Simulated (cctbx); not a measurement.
## Accept or mend?

Cell a = 7.6210 Å, b = 7.6210 Å, c = 31.5230 Å, α = 90.00°, β = 90.00°, γ = 120.00°; space group R-3 (no. 148).

Simulated single-crystal data (cctbx): Mo Kα, λ = 0.71073 Å, to d = 0.84 Å, 70 % of the full sphere, strongest reflection 70000 counts, noise from counting, a 1.5 % proportional error and a noise floor of 15 counts (s.d.); no absorption.

An anisotropic refinement with weights 1/σ² prints:

```text
Rint 0.016, 630 unique reflections to 0.84 A
cycle     R1     wR2    GooF  max shift (A)
   1  0.1550  0.3179  19.989   0.01926
   2  0.1551  0.3079  19.361   0.00020
final R1 0.1551 wR2 0.3079 GooF 19.361  parameters 35  data/parameter 18.0
atom        x        y        z      Ueq    occ   su(xyz)  su(Uiso or U11)
Ru1    0.63607  0.01053  0.11651   0.0005  1.000  0.00039  0.0015  NPD
Ru2    0.00000  0.00000  0.00000   0.0009  1.000  0.00000  0.0021
Sr1    0.33333  0.66667  0.33178   0.0021  1.000  0.00016  0.0018
S1     0.71968  0.99704  0.04284   0.0003  1.000  0.00118  0.0035  NPD
S2     0.65764  0.05497  0.19867   0.0037  1.000  0.00126  0.0044  NPD
S3     0.33333  0.66667  0.09585   0.0042  1.000  0.00047  0.0043
difference map: max 48.72 min -3.82 rms 1.36
Q1    0.0000  0.0000  0.2363    6   49.39  2.43 A from Ru1
Q2    0.0000  0.0000  0.3318    6    7.67  0.10 A from Sr1
Q3    0.0000  0.0000  0.0000    3    7.31  0.00 A from Ru2
Q4    0.0143  0.3842  0.8825   18    7.22  0.07 A from Ru1
Q5    0.0148  0.2938  0.1361   18    3.92  0.11 A from S2
Q6    0.0000  0.0000  0.4335    6    3.30  0.13 A from S3
```

Q: Accept it or mend it, and why?

Mend it. The fault: an atom left out, S at (2/3, 1/3, 0.0969). Against the right model at the same level, R1 goes from 0.0075 to 0.1551 and GooF from 0.94 to 19.36, the top difference peak, 49.4 e/Å³, lies 2.43 Å from Ru1 and Ru1, S1 and S2 go non-positive-definite. Q1 is the missing atom. With scattering power missing, scale and phases suffer, so peaks may also grow on the heavy atoms.

The compound is Sr2Ru7S16. The right model at the same level gives:

```text
Rint 0.016, 630 unique reflections to 0.84 A
cycle     R1     wR2    GooF  max shift (A)
   1  0.0104  0.0218   1.375   0.00079
   2  0.0075  0.0149   0.937   0.00000
final R1 0.0075 wR2 0.0149 GooF 0.937  parameters 38  data/parameter 16.6
atom        x        y        z      Ueq    occ   su(xyz)  su(Uiso or U11)
Ru1    0.63581  0.01062  0.11649   0.0036  1.000  0.00002  0.0001
Ru2    0.00000  0.00000  0.00000   0.0033  1.000  0.00000  0.0001
Sr1    0.33333  0.66667  0.33189   0.0039  1.000  0.00001  0.0001
S1     0.66667  0.33333  0.09692   0.0040  1.000  0.00002  0.0002
S2     0.71890  0.99593  0.04280   0.0048  1.000  0.00006  0.0002
S3     0.65759  0.05420  0.19830   0.0044  1.000  0.00005  0.0002
S4     0.33333  0.66667  0.09649   0.0065  1.000  0.00002  0.0002
difference map: max 0.30 min -0.34 rms 0.09
Q1    0.0335  0.9311  0.9210   18    0.31  2.03 A from S2
Q2    0.0000  0.0000  0.4840    6    0.29  1.71 A from S4
Q3    0.0000  0.0000  0.3876    6    0.29  1.33 A from S4
Q4    0.0403  0.4247  0.0960   18    0.29  1.59 A from S3
Q5    0.0753  0.8906  0.7101   18    0.28  1.66 A from S2
Q6    0.0484  0.2330  0.6045   18    0.28  1.29 A from S2
```

The model is made up (kin elements in a known structure type, no relaxation), so it says nothing on whether the phase exists.

[Middle refinement cycles are left out of these outputs.]

[Logs are printed without paths, hosts, clocks, repeated set-up lines and the standing remarks that a program may print on its own settings, such as how far it seeks lower states.]
